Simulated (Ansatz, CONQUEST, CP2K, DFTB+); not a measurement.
# Which run comes nearest? H-capped Ge nanowire along [112] (40 atoms)

The cell holds 40 atoms: 16 Ge and 24 H. Its edges and angles: a = 16.499 Å, b = 19.143 Å, c = 13.859 Å, α = 90.0°, β = 90.0°, γ = 90.0°. It derives from Ge (diamond-structure). Diamond section of size parameter 3.53 Å cut from diamond-structure Ge (a = 5.658 Å) along [112], 2 periods, broken bonds capped with H, 12 Å of vacuum Then every atom was moved at random, 0.05 Å r.m.s. a Cartesian component (hydrogen 0.6 of that). Regions: wire, 16 atoms (16 Ge); hydrogen, 24 atoms (24 H). Vacuum lies along a and b. The structure repeats along c.

Geometry: as built.

The reference, a calculation:

```
method                                           : Kohn-Sham DFT, PBE, PAW, plane waves (Ansatz 0.2.0); cutoff 420 eV, Γ point, fermi-dirac smearing of 0.05 eV; PAW set soft_2
r.m.s. force component                           : 0.8855 eV/Å
longest force                                    : 3.978 eV/Å
gap (highest filled to lowest empty level) : 3.755 eV
SCF cycles                                       : 8
time                                             : 11 s on 4 threads of Intel Xeon 6975P-C (Granite Rapids), shared host
CPU time                                         : 39 s
```

Q: Estimate the differences from the reference, the CPU time and the memory of each run.
- DFTB+ GFN2-xTB (DFTB+ 25.1; 1 thread)
- CONQUEST PBE, grid 80 Ha, on-site functions (CONQUEST 1.3; 1 thread)
- CONQUEST PBE, grid 80 Ha, multi-site 10 bohr (CONQUEST 1.3; 1 thread)
- CONQUEST PBE, grid 80 Ha (CONQUEST 1.3; 1 thread)
- CONQUEST LDA, grid 80 Ha (CONQUEST 1.3; 1 thread)
- CONQUEST PBE, grid 80 Ha, multi-site 6.5 bohr (CONQUEST 1.3; 1 thread)
- CP2K PBE, DZVP-UZH, 450/50 Ry, diagonalisation (CP2K 2026.2; 2 threads)
- DFTB+ GFN1-xTB (DFTB+ 25.1; 1 thread)

Differences are against the plane-wave reference, forces as r.m.s. over components; share is that over the reference's r.m.s. force, slope the least-squares factor from reference forces to these. Total energies of different programs have different zeros and aren't compared.

```tsv
run	Δ force, r.m.s. (meV/Å)	share (%)	slope	Δ gap (eV)	cores	CPU time	memory (GiB)
reference	-	-	-	-	4	39 s	2.9
DFTB+ GFN2-xTB	254	28.7	0.821	0.0521	1	0.59 s	0.22
CONQUEST PBE, grid 80 Ha, on-site functions (coarse)	110	12.4	1.060	2.12	1	88 s	2.3
CONQUEST PBE, grid 80 Ha, multi-site 10 bohr	115	13.0	1.085	0.204	1	98 s	2.3
CONQUEST PBE, grid 80 Ha	111	12.6	1.083	0.186	1	85 s	2.3
CONQUEST LDA, grid 80 Ha	170	19.2	1.094	0.0838	1	51 s	2.2
CONQUEST PBE, grid 80 Ha, multi-site 6.5 bohr (coarse)	113	12.8	1.081	0.403	1	90 s	2.3
CP2K PBE, DZVP-UZH, 450/50 Ry, diagonalisation	36.6	4.13	0.967	0.101	2	5.6 min	6.5
DFTB+ GFN1-xTB	323	36.5	0.770	-0.986	1	0.9 s	0.22
```

Rows marked coarse use a setting chosen to be so.

CPU time is summed over cores on a shared host, where runs went side by side, so it is rough. Symmetry, cutoffs, thresholds, outputs and thread counts weren't matched or tuned between programs; memory under MPI is the largest rank's times the ranks.

The PBE runs in local orbitals, coarse settings apart, differ by 4.1 % (CP2K PBE, DZVP-UZH, 450/50 Ry, diagonalisation) to 13 % (CONQUEST PBE, grid 80 Ha, multi-site 10 bohr); basis, grid and potentials can all enter. Tight binding differs by 29 % (DFTB+ GFN2-xTB) to 36 % (DFTB+ GFN1-xTB); it is another model, with fitted parameters of its own, and the xTB methods hold dispersion. Rows with another functional or a dispersion term differ by 19 % (CONQUEST LDA, grid 80 Ha), which mixes the change of model with differences of basis and potentials. Runs with settings chosen to be coarse differ by 12 % (CONQUEST PBE, grid 80 Ha, on-site functions) to 13 % (CONQUEST PBE, grid 80 Ha, multi-site 6.5 bohr), their programs' other errors included. Periodic xTB results under one method name differ between programs and library versions (DFTB+ here holds tblite 0.3). The electronic-structure runs sample only Γ, in a cell whose periodic width is 14 Å.

[Long decimals in the printed logs are rounded to 6 places.]

[Logs are printed without paths, hosts, clocks, repeated set-up lines and the standing remarks that a program may print on its own settings, such as how far it seeks lower states.]

[Hosts, paths, dates, database ids (printed as entryN), source tags and the programs' standing remarks are cut or masked in the printed files.]
